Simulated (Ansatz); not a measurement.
# Graphene zigzag nanoribbon, H-capped, B on C sites (72 atoms): geometry optimisation

Wanted: the relaxed structure of graphene zigzag nanoribbon, H-capped, B on C sites (72 atoms) and its electronic structure.

Main program and level: Ansatz 0.2.0; Kohn-Sham DFT, PBE+D4, PAW (set soft_2), plane waves.

**1. Starting point**

The cell holds 72 atoms: 57 C, 7 B and 8 H. Cell: a = 9.840 Å, b = 27.803 Å, c = 10.000 Å, α = 90.0°, β = 90.0°, γ = 90.0°. It derives from C (graphene) and B. Graphene (a = 2.46 Å), rectangular cell with x along the zigzag direction; strip nominally 18 Å wide, 4 periods, edges capped with H, 10 Å of vacuum, 7 of 64 C replaced by B at random; not relaxed, displaced by a Gaussian of 0.02 Å. Regions: sheet, 64 atoms (57 C and 7 B); hydrogen, 8 atoms (8 H). Vacuum lies along b and c. The structure repeats along a.

Limits known from the start: The main run has no spin polarisation, so any moments at edges, vacancies or dangling bonds can't form in it. The electron count is odd and the run has no spin polarisation.

**2. Single point at the start**

The forces at the start show how far the geometry lies from a minimum of this functional.

input.yaml reads:

```yaml
crystal:
  lattice:
    - [9.84, 0.0, 0.0]
    - [0.0, 27.8031, 0.0]
    - [0.0, 0.0, 10.0]
  atoms:
    - { symbol: C, position: [0.99848, 0.24534, 0.50244] }
    - { symbol: C, position: [0.12306, 0.22015, 0.49822] }
    - { symbol: C, position: [0.12703, 0.32041, 0.49811] }
    - { symbol: C, position: [0.99923, 0.29575, 0.50248] }
    - { symbol: C, position: [0.99922, 0.39923, 0.49707] }
    - { symbol: C, position: [0.12861, 0.37328, 0.50503] }
    - { symbol: C, position: [0.12456, 0.47282, 0.49859] }
    - { symbol: B, position: [0.99711, 0.45015, 0.49814] }
    - { symbol: C, position: [0.99976, 0.55118, 0.49859] }
    - { symbol: C, position: [0.12566, 0.52475, 0.49575] }
    - { symbol: C, position: [0.12683, 0.62618, 0.5015] }
    - { symbol: C, position: [0.99784, 0.6026, 0.49785] }
    - { symbol: B, position: [0.99702, 0.70378, 0.49946] }
    - { symbol: C, position: [0.12559, 0.67804, 0.50219] }
    - { symbol: C, position: [0.12774, 0.78121, 0.50067] }
    - { symbol: C, position: [4.0e-05, 0.75637, 0.49896] }
    - { symbol: C, position: [0.24886, 0.2454, 0.50141] }
    - { symbol: C, position: [0.3746, 0.21868, 0.49956] }
    - { symbol: C, position: [0.37539, 0.32091, 0.50159] }
    - { symbol: C, position: [0.24702, 0.29571, 0.49982] }
    - { symbol: C, position: [0.24747, 0.39928, 0.50192] }
    - { symbol: C, position: [0.37486, 0.37371, 0.49826] }
    - { symbol: C, position: [0.37458, 0.47559, 0.50098] }
    - { symbol: C, position: [0.24875, 0.45022, 0.50119] }
    - { symbol: C, position: [0.24999, 0.55103, 0.50256] }
    - { symbol: B, position: [0.37222, 0.52508, 0.50127] }
    - { symbol: C, position: [0.37859, 0.62792, 0.50001] }
    - { symbol: B, position: [0.25171, 0.60259, 0.50002] }
    - { symbol: C, position: [0.25091, 0.70429, 0.50238] }
    - { symbol: C, position: [0.37635, 0.67884, 0.497] }
    - { symbol: C, position: [0.38, 0.78103, 0.49729] }
    - { symbol: B, position: [0.24847, 0.75468, 0.49828] }
    - { symbol: C, position: [0.50098, 0.244, 0.50472] }
    - { symbol: C, position: [0.62336, 0.21777, 0.49883] }
    - { symbol: C, position: [0.62767, 0.32086, 0.50056] }
    - { symbol: C, position: [0.50095, 0.29555, 0.49968] }
    - { symbol: C, position: [0.50038, 0.39765, 0.50385] }
    - { symbol: C, position: [0.62766, 0.37103, 0.50038] }
    - { symbol: C, position: [0.62325, 0.47453, 0.49877] }
    - { symbol: B, position: [0.49988, 0.44857, 0.5021] }
    - { symbol: C, position: [0.5013, 0.55169, 0.49427] }
    - { symbol: C, position: [0.62453, 0.52477, 0.50169] }
    - { symbol: C, position: [0.62426, 0.62942, 0.50099] }
    - { symbol: C, position: [0.49877, 0.60235, 0.49906] }
    - { symbol: C, position: [0.50308, 0.70453, 0.5011] }
    - { symbol: C, position: [0.62526, 0.67663, 0.4992] }
    - { symbol: C, position: [0.62445, 0.78088, 0.49835] }
    - { symbol: B, position: [0.49917, 0.7547, 0.49899] }
    - { symbol: C, position: [0.74741, 0.24351, 0.50184] }
    - { symbol: C, position: [0.87803, 0.21983, 0.50144] }
    - { symbol: C, position: [0.87791, 0.32116, 0.49818] }
    - { symbol: C, position: [0.75034, 0.29642, 0.50136] }
    - { symbol: C, position: [0.74936, 0.39876, 0.49542] }
    - { symbol: C, position: [0.87839, 0.3709, 0.49892] }
    - { symbol: C, position: [0.87481, 0.47395, 0.50085] }
    - { symbol: C, position: [0.7497, 0.44948, 0.50425] }
    - { symbol: C, position: [0.7485, 0.54965, 0.49971] }
    - { symbol: C, position: [0.87585, 0.52492, 0.49969] }
    - { symbol: C, position: [0.87336, 0.62853, 0.49766] }
    - { symbol: C, position: [0.75135, 0.60212, 0.50171] }
    - { symbol: C, position: [0.7469, 0.70539, 0.50288] }
    - { symbol: C, position: [0.87572, 0.67926, 0.49878] }
    - { symbol: C, position: [0.87428, 0.78086, 0.5009] }
    - { symbol: C, position: [0.75104, 0.75539, 0.49601] }
    - { symbol: H, position: [0.12752, 0.1799, 0.49985] }
    - { symbol: H, position: [0.1224, 0.82039, 0.4972] }
    - { symbol: H, position: [0.37188, 0.17909, 0.49994] }
    - { symbol: H, position: [0.37471, 0.81882, 0.49992] }
    - { symbol: H, position: [0.62474, 0.17947, 0.50095] }
    - { symbol: H, position: [0.62454, 0.81902, 0.50369] }
    - { symbol: H, position: [0.87201, 0.17917, 0.50211] }
    - { symbol: H, position: [0.87458, 0.82001, 0.49996] }
kpoints:
  mp_grid: { grid: [2, 1, 1] }
hamiltonian:
  xc: pbe
  dispersion: d4
scf:
  occupations: { method: gaussian, width: 0.025 }
output:
  forces: true
  populations: true
  dos:
    method: { smearing: { sigma: 0.15 } }
    de: 0.1
    projected:
      site_lists:
        B: [B]
        C: [C]
        H: [H]
        sheet: [0, 1, 2, 3, 4, 5, 6, 7, 8, 9, 10, 11, 12, 13, 14, 15, 16, 17, 18, 19, 20, 21, 22, 23, 24, 25, 26, 27, 28, 29, 30, 31, 32, 33, 34, 35, 36, 37, 38, 39, 40, 41, 42, 43, 44, 45, 46, 47, 48, 49, 50, 51, 52, 53, 54, 55, 56, 57, 58, 59, 60, 61, 62, 63]
        hydrogen: [64, 65, 66, 67, 68, 69, 70, 71]
  eigenvalues: true
```

Command:

```sh
$ ansatz run input.yaml --threads 4 --pin off --max-ram 8192MiB --backend cpu --events-out ev --progress --plain --runs-dir out
```

Numbers of over 12 decimals in the logs are rounded to 6 here.

What it wrote:

```text
Engine: ansatz 0.2.0, aarch64-unknown-linux-gnu
Pseudopotentials: kind: paw
Pseudopotential: C, paw, valence charge 4, recommended cutoff 420 eV (normal), C.paw.azcp
Pseudopotential: B, paw, valence charge 3, recommended cutoff 420 eV (normal), B.paw.azcp
Pseudopotential: H, paw, valence charge 1, recommended cutoff 420 eV (normal), H.paw.azcp
[... 5 lines on functional and potentials left out ...]
Crystal: 72 atoms, lattice volume = 2735.825 Å³
Basis set: ecut = 420 eV, 53509 PW (Γ), exchange–correlation on 144×384×144 points (8 copies of the dense FFT grid, shifted against one another)
Bands: 201, of which v1, the nominal top of the filled ones, is band 129 counted from 1 (128 counted from 0)
Symmetry: 1 space group operations
Space group: P1 (ITA 1), of the structure as read, at distance tolerance 1.4e-4 Å
k-points: 2
[... 7 lines on functional and potentials left out ...]
Initial density: superposition of atomic densities (neutral atoms: chi_scale 0, normalization atom), corrected by the library's trained network
Initial wavefunctions: pseudopotential atomic-orbital guess
Functional: x = pbe(κ = 0.804, μ = 0.219515), c = pbe(β = 0.066725)
SCF iter   1: F=—  HF=-15513.306035 eV  |F-HF|=—  |Δ(HF+E_count)|=         —  Δρ=7.48e-3  dr2=9.76e0  ethr=1.77e-3  ⟨swp⟩=7.0  Hψ=2057  notcnv=0  defer=117
preconditioner: auto → Resta (q_TF=auto, 1.839 Å⁻¹)  ε∞=1.7  [insulator: Δε(μ)=0.398 eV  Ē_g=13.743 eV  σ=0.025 eV  W_gap=1.00  n_scr=280 (ndim 8)  ℏωp=11.4 eV  f_vac=0.717  D(μ)=0.00/eV (n_scr^D=0)  ε∞_Penn≈1.7  vacuum switching on, ρ_ref=1.4e-2 e/Å³]
SCF iter   2: F=—  HF=-15525.219638 eV  |F-HF|=—  |Δ(HF+E_count)|=    1.19e1  Δρ=2.45e-2  dr2=2.27e2  ethr=1.77e-3  ⟨swp⟩=3.5  Hψ=674  notcnv=0  defer=129  recentre
preconditioner: auto → LDOS  [metal: Δε(μ)=0.007 eV  Ē_g=13.194 eV  σ=0.025 eV  W_gap=0.16  n_scr=280 (ndim 8)  ℏωp=11.3 eV  f_vac=0.719  D(μ)=44.26/eV (n_scr^D=242)  β→1.0]
SCF iter   3: F=—  HF=-15512.495880 eV  |F-HF|=—  |Δ(HF+E_count)|=    1.27e1  Δρ=5.00e-3  dr2=4.30e0  ethr=1.77e-3  ⟨swp⟩=2.5  Hψ=608  notcnv=0  defer=132
SCF iter   4: F=—  HF=-15512.245509 eV  |F-HF|=—  |Δ(HF+E_count)|=   2.50e-1  Δρ=5.10e-3  dr2=3.76e0  ethr=1.67e-3  ⟨swp⟩=1.0  Hψ=464  notcnv=0  defer=133
SCF iter   5: F=—  HF=-15512.148684 eV  |F-HF|=—  |Δ(HF+E_count)|=   9.68e-2  Δρ=3.98e-3  dr2=3.21e0  ethr=1.46e-3  ⟨swp⟩=1.0  Hψ=265  notcnv=0  defer=133
SCF iter   6: F=—  HF=-15512.162819 eV  |F-HF|=—  |Δ(HF+E_count)|=   1.41e-2  Δρ=3.07e-3  dr2=1.95e0  ethr=1.25e-3  ⟨swp⟩=2.0  Hψ=268  notcnv=0  defer=133
SCF iter   7: F=—  HF=-15512.107232 eV  |F-HF|=—  |Δ(HF+E_count)|=   5.56e-2  Δρ=2.79e-3  dr2=1.60e0  ethr=7.58e-4  ⟨swp⟩=1.5  Hψ=466  notcnv=0  defer=133
SCF iter   8: F=—  HF=-15512.037029 eV  |F-HF|=—  |Δ(HF+E_count)|=   7.02e-2  Δρ=8.49e-4  dr2=1.38e-1  ethr=6.21e-4  ⟨swp⟩=1.0  Hψ=267  notcnv=0  defer=134
SCF iter   9: F=—  HF=-15512.038692 eV  |F-HF|=—  |Δ(HF+E_count)|=   1.66e-3  Δρ=1.18e-3  dr2=2.72e-1  ethr=5.37e-5  ⟨swp⟩=1.0  Hψ=267  notcnv=0  defer=135
SCF iter  10: F=—  HF=-15512.041341 eV  |F-HF|=—  |Δ(HF+E_count)|=   2.65e-3  Δρ=1.79e-3  dr2=6.60e-1  ethr=5.37e-5  ⟨swp⟩=1.0  Hψ=267  notcnv=0  defer=135  recentre
[...]
SCF iter  13: F=—  HF=-15512.036482 eV  |F-HF|=—  |Δ(HF+E_count)|=   1.13e-3  Δρ=3.74e-4  dr2=2.80e-2  ethr=5.95e-6  ⟨swp⟩=1.0  Hψ=267  notcnv=0  defer=135
SCF iter  14: F=—  HF=-15512.036289 eV  |F-HF|=—  |Δ(HF+E_count)|=   1.93e-4  Δρ=9.81e-5  dr2=1.95e-3  ethr=5.95e-6  ⟨swp⟩=1.0  Hψ=267  notcnv=0  defer=135
SCF iter  15: F=—  HF=-15512.036287 eV  |F-HF|=—  |Δ(HF+E_count)|=   1.95e-6  Δρ=5.63e-5  dr2=5.88e-4  ethr=7.58e-7  ⟨swp⟩=1.0  Hψ=267  notcnv=0  defer=135
SCF iter  16: F=—  HF=-15512.036295 eV  |F-HF|=—  |Δ(HF+E_count)|=   8.61e-6  Δρ=1.63e-5  dr2=1.68e-5  ethr=2.29e-7  ⟨swp⟩=1.0  Hψ=267  notcnv=0  defer=135
SCF iter  17: F=—  HF=-15512.037307 eV  |F-HF|=—  |Δ(HF+E_count)|=   1.01e-3  Δρ=1.11e-5  dr2=7.93e-6  ethr=6.52e-9  ⟨swp⟩=2.0  Hψ=429  notcnv=0  defer=135
SCF iter  18: F=—  HF=-15512.037310 eV  |F-HF|=—  |Δ(HF+E_count)|=   3.45e-6  Δρ=7.49e-6  dr2=5.01e-6  ethr=3.09e-9  ⟨swp⟩=1.5  Hψ=283  notcnv=0  defer=135
SCF iter  19: F=—  HF=-15512.037312 eV  |F-HF|=—  |Δ(HF+E_count)|=   1.79e-6  Δρ=4.17e-6  dr2=9.69e-7  ethr=1.95e-9  ⟨swp⟩=2.0  Hψ=327  notcnv=0  defer=135
SCF iter  20: F=—  HF=-15512.037312 eV  |F-HF|=—  |Δ(HF+E_count)|=   4.20e-7  Δρ=2.30e-6  dr2=3.04e-7  ethr=3.77e-10  ⟨swp⟩=2.0  Hψ=472  notcnv=0  defer=135
SCF iter  21: F=—  HF=-15512.037313 eV  |F-HF|=—  |Δ(HF+E_count)|=   4.00e-7  Δρ=1.49e-6  dr2=1.36e-7  ethr=1.18e-10  ⟨swp⟩=2.0  Hψ=403  notcnv=0  defer=135
SCF iter  22: F=-15512.037313 eV  HF=-15512.037313 eV  |F-HF|=1.38e-7  |Δ(HF+E_count)|=   1.62e-7  Δρ=9.81e-7  dr2=5.91e-8  ethr=3.89e-11  ⟨swp⟩=28.5  Hψ=4122  notcnv=0
SCF 1 converged in 22 iterations: F = -15512.037313 eV  dr2 = 5.91e-8
  greatest PAW one-centre occupation: 0.708 electrons in one spin orbital (limit 2), on the C atom at site 30 (counted from 0), in its partial waves of l = 0
SCF converged after 22 iterations
Free energy (F): -15512.037313 eV
Harris-Foulkes:  -15512.037313 eV  (|F-HF|=1.38e-7)
Internal energy: -15512.023741 eV  (E = F + TS)
E sigma→0 (E₀):  -15512.030527 eV
Entropy (-TS):   -0.013572 eV (-0.189 meV/atom)
Fermi energy:    -2.628636 eV
--- Per-component energies (eV) ---
  E_band       = -2608.703110
  E_kinetic    = 5693.898042
  E_local      = -80352.897572  (includes V_loc(G=0)·N_el)
  E_nonlocal   = 1685.587223
  E_hartree    = 37271.968205
  E_xc         = -3046.483559
  E_vxc        = -3762.178640  (∫ρ·V_xc dr)
  E_paw        = -6222.639657  (= ΣΔE_a)
  E_vpaw       = -417.030538  (= ΣTr[D̂ρ^β])
  E_aug_tail   = -0.010603  (compensation charges beyond the density's cutoff)
  E_ewald      = 29464.997917
  E_disp       = -6.443737  (pairwise vdW)
  E_smearing   = -0.013572  (= −TS)
  E_closure    = 0.000000  (closes the sum)
  Σ components = -15512.037313   (vs F -15512.037313, Δ=0.00e0)
--- Forces (eV/Å), atoms counted from 1 ---
  atom   1  C      0.91856762    -1.85964560    -0.20407892
  atom   2  C      0.94377385    -0.32580175     0.40264466
  atom   3  C     -1.65645615     2.16038652     0.70849081
  atom   4  C      1.29450419     0.97169835    -0.44653496
  atom   5  C      0.80470385    -5.44318893     0.63835392
  atom   6  C     -2.63539985    -1.02997756    -0.98759132
  atom   7  C      1.91036785     4.50868807    -0.17151971
  atom   8  B      1.62140037    -2.12652634    -0.10355900
  atom   9  C     -0.30063925    -0.24813227    -0.30419498
  atom  10  C      0.77412894     0.74720404     0.67682686
  atom  11  C     -4.60231349     4.28540618    -0.21526038
  atom  12  C      1.07102409    -0.65772628     0.12886059
  atom  13  B      2.91459204     1.79376949     0.00552533
  atom  14  C      2.42366074    -2.23736190     0.10514356
[...]
atom  71  H      0.49394654     1.15628320    -0.04559940
  atom  72  H     -0.26325679     0.23013630     0.04324122
  max |Σ_I F_I| component: 1.36e-4 eV/Å
--- Band table (eV) ---
  k-point 0: bands = ["-21.2658", "-20.3210", "-20.2184", "-20.1167", [... 185 levels ...], "4.7026", "4.7300", "4.7429", "4.7494", "4.7614", "4.7931", "4.8059", "4.8226", "5.0234", "5.0604", "5.0815", "5.1566"]
  k-point 1: bands = ["-21.0615", "-20.9082", "-20.2805", "-19.7533", [... 185 levels ...], "4.6596", "4.7574", "4.7719", "4.8499", "4.8985", "4.9478", "4.9947", "5.0541", "5.0670", "5.1248", "5.1431", "5.1581"]
--- Löwdin populations: 72 sites ---
  site symbol       q [e]
     0      C      3.9506
     1      C      4.0902
     2      C      3.9515
[...]
71      H      0.8052
  spilling = 0.011276 (of n_electrons = 257.000000)
```

Elapsed: 85 s, on 4 threads of Arm Neoverse V1, shared host; peak memory 5.6 GiB; 5 min of CPU time.

Read from the output:

* free energy: -15512.0373 eV
* free energy per atom: -215.4450 eV/atom
* SCF cycles: 22
* r.m.s. force component: 1.819 eV/Å
* longest force: 6.512 eV/Å
* Fermi energy: -2.629 eV
* levels partly filled by over 2 per cent: 2
* spilling of the projection: 0.01128

The r.m.s. force component of 1.8 eV/Å sets the starting point.

Length of the force by element:

```csv
element,coordination,atoms,mean length of the force (eV/Å),spread,least,most
B,all,7,2.78,0.796,1.48,4.08
C,all,57,2.94,1.66,0.494,6.51
H,all,8,0.897,0.481,0.340,1.73
```

**3. Relaxation**

The atoms are relaxed in the fixed cell, aiming at the force tolerance of the input.

input.yaml, the sections that differ from step 2:

```yaml
output:
  forces: true
relax:
  f_tol: 0.05
  max_steps: 53
# crystal, kpoints, hamiltonian, scf: as in step 2
```

What it wrote:

```text
[...]
Crystal: 72 atoms, lattice volume = 2735.825 Å³
Basis set: ecut = 420 eV, 53509 PW (Γ), exchange–correlation on 144×384×144 points (8 copies of the dense FFT grid, shifted against one another)
Bands: 201, of which v1, the nominal top of the filled ones, is band 129 counted from 1 (128 counted from 0)
Symmetry: 1 space group operations
[...]
k-points: 2
[...]
SCF iter   1: F=—  HF=-15513.306035 eV  |F-HF|=—  |Δ(HF+E_count)|=         —  Δρ=7.48e-3  dr2=9.76e0  ethr=1.77e-3  ⟨swp⟩=7.0  Hψ=2057  notcnv=0  defer=117
[...]
SCF iter  16: F=-15512.037299 eV  HF=-15512.037302 eV  |F-HF|=2.78e-6  |Δ(HF+E_count)|=   7.36e-6  Δρ=1.54e-5  dr2=1.79e-5  ethr=2.43e-8  ⟨swp⟩=2.0  Hψ=903  notcnv=0
SCF 1 converged in 16 iterations: F = -15512.037299 eV  dr2 = 1.79e-5
[...]
relax step   1: F+E_penalty+E_count = -15512.03729895 eV  Δ(F+E_penalty+E_count) = +0.000e0 eV  max|allowed force component| = 6.277e0 eV/Å  Δτ_max = 0.0000 Å  (16 SCF iters, dr2 threshold 6.25e-5 eV, accepted)
[...]
relax step   2: F+E_penalty+E_count = -15516.97679229 eV  Δ(F+E_penalty+E_count) = -4.939e0 eV  max|allowed force component| = 2.903e0 eV/Å  Δτ_max = 0.1988 Å  (15 SCF iters, dr2 threshold 1.00e-4 eV, accepted)
[...]
relax step   3: F+E_penalty+E_count = -15518.10010329 eV  Δ(F+E_penalty+E_count) = -1.123e0 eV  max|allowed force component| = 6.243e-1 eV/Å  Δτ_max = 0.1525 Å  (18 SCF iters, dr2 threshold 1.00e-4 eV, accepted)
relax step   4: F+E_penalty+E_count = -15518.14021657 eV  Δ(F+E_penalty+E_count) = -4.011e-2 eV  max|allowed force component| = 1.839e-1 eV/Å  Δτ_max = 0.1035 Å  (9 SCF iters, dr2 threshold 2.44e-5 eV, accepted)
relax step   5: F+E_penalty+E_count = -15518.17856706 eV  Δ(F+E_penalty+E_count) = -3.835e-2 eV  max|allowed force component| = 3.569e-1 eV/Å  Δτ_max = 0.2000 Å  (18 SCF iters, accepted)
relax step   6: F+E_penalty+E_count = -15518.19702781 eV  Δ(F+E_penalty+E_count) = -1.846e-2 eV  max|allowed force component| = 7.510e-1 eV/Å  Δτ_max = 0.1958 Å  (12 SCF iters, dr2 threshold 1.10e-5 eV, accepted)
relax step   7: F+E_penalty+E_count = -15518.23981428 eV  Δ(F+E_penalty+E_count) = -4.279e-2 eV  max|allowed force component| = 4.382e-1 eV/Å  Δτ_max = 0.0441 Å  (6 SCF iters, dr2 threshold 1.00e-4 eV, accepted)
relax step   8: F+E_penalty+E_count = -15518.33062987 eV  Δ(F+E_penalty+E_count) = -9.082e-2 eV  max|allowed force component| = 1.237e-1 eV/Å  Δτ_max = 0.2000 Å  (10 SCF iters, dr2 threshold 6.54e-5 eV, accepted)
relax step   9: F+E_penalty+E_count = -15518.38039098 eV  Δ(F+E_penalty+E_count) = -4.976e-2 eV  max|allowed force component| = 2.047e-1 eV/Å  Δτ_max = 0.1958 Å  (19 SCF iters, accepted)
relax step  10: F+E_penalty+E_count = -15518.38357435 eV  Δ(F+E_penalty+E_count) = -3.183e-3 eV  max|allowed force component| = 2.761e-1 eV/Å  Δτ_max = 0.1935 Å  (12 SCF iters, dr2 threshold 3.34e-6 eV, accepted)
relax step  11: F+E_penalty+E_count = -15518.33161903 eV  Δ(F+E_penalty+E_count) = +5.196e-2 eV  max|allowed force component| = 5.763e-1 eV/Å  Δτ_max = 0.1952 Å  (8 SCF iters, dr2 threshold 7.62e-5 eV, rejected (line search))
relax step  12: F+E_penalty+E_count = -15518.40177836 eV  Δ(F+E_penalty+E_count) = -1.820e-2 eV  max|allowed force component| = 7.070e-2 eV/Å  Δτ_max = 0.0703 Å  (16 SCF iters, accepted)
[...]
relax step  13: F+E_penalty+E_count = -15518.40287295 eV  Δ(F+E_penalty+E_count) = -1.095e-3 eV  max|allowed force component| = 3.046e-2 eV/Å  Δτ_max = 0.0134 Å  (10 SCF iters, accepted)
SCF converged after 10 iterations
Free energy (F): -15518.402873 eV
[...]
Internal energy: -15518.388683 eV  (E = F + TS)
E sigma→0 (E₀):  -15518.395778 eV
Entropy (-TS):   -0.014190 eV (-0.197 meV/atom)
Fermi energy:    -2.508415 eV
[...]
--- Forces (eV/Å), atoms counted from 1 ---
  atom   1  C     -0.00079698     0.00041530    -0.00044165
  atom   2  C      0.00027459     0.00226279     0.00053291
  atom   3  C      0.00003156     0.00051607     0.00208542
  atom   4  C     -0.00007720     0.00064248     0.00070403
  atom   5  C     -0.00130482    -0.00365080    -0.00178215
  atom   6  C      0.00147313    -0.00140351    -0.00118989
  atom   7  C      0.00262138     0.00124276    -0.00237567
  atom   8  B     -0.00228959    -0.00085333     0.00036985
  atom   9  C     -0.00000711    -0.00130869    -0.00504161
  atom  10  C     -0.00281240     0.00031846    -0.00500625
  atom  11  C      0.00436595    -0.00424267     0.00313153
  atom  12  C     -0.00124617     0.00300776    -0.00273187
  atom  13  B      0.00049826    -0.00218163    -0.00417707
  atom  14  C     -0.00522010     0.00380251     0.00744102
[...]
atom  71  H     -0.00005231    -0.00146213     0.00123643
  atom  72  H      0.00293320    -0.00543786     0.00200456
  max |Σ_I F_I| component: 3.53e-5 eV/Å
--- Relaxed structure (13 steps of the walk, 12 accepted, 0 SCFs on fresh bases) ---
  F+E_penalty+E_count = -15518.40287295 eV   max|allowed force component| = 3.046e-2 eV/Å
  atoms:
    - { symbol: C, position: [0.996418, 0.239394, 0.507153] }
    - { symbol: C, position: [0.121512, 0.214766, 0.507722] }
    - { symbol: C, position: [0.122283, 0.316491, 0.501790] }
    - { symbol: C, position: [0.996202, 0.291467, 0.505014] }
[...]
- { symbol: H, position: [0.866840, 0.825829, 0.546810] }
```

Wall time 7.9 min (4 threads); peak memory 5.5 GiB; 27 min of CPU time.

Step by step:

```csv
step,energy less that of the first step (eV),largest force component (eV/Å)
1,0.0000,6.2771
2,-4.9395,2.9026
3,-6.0628,0.6243
4,-6.1029,0.1839
5,-6.1413,0.3569
6,-6.1597,0.7510
7,-6.2025,0.4382
8,-6.2933,0.1237
9,-6.3431,0.2047
10,-6.3463,0.2761
11,-6.2943,0.5763
12,-6.3645,0.0707
13,-6.3656,0.0305
```

Relaxation step 11 was tried and not accepted.

The atoms that moved most (Å):

```csv
atom,dx,dy,dz,length
H68,-0.017,0.300,-0.626,0.694
C23,-0.088,-0.126,-0.532,0.554
C16,0.011,0.217,0.495,0.541
C31,-0.049,0.265,-0.447,0.522
H72,-0.076,0.162,0.468,0.501
H66,-0.038,0.242,0.421,0.487
C63,0.008,0.158,0.425,0.453
B48,0.059,0.233,-0.371,0.442
```

The relaxation changed the energy by -88.4 meV/atom, and atoms moved by 0.26 Å r.m.s., 0.69 Å at most.

(Continued in part 2 of 2.)

[Logs are printed without paths, hosts, clocks, repeated set-up lines and the standing remarks that a program may print on its own settings, such as how far it seeks lower states.]

[Hosts, paths, dates, database ids (printed as entryN), source tags and the programs' standing remarks are cut or masked in the printed files.]
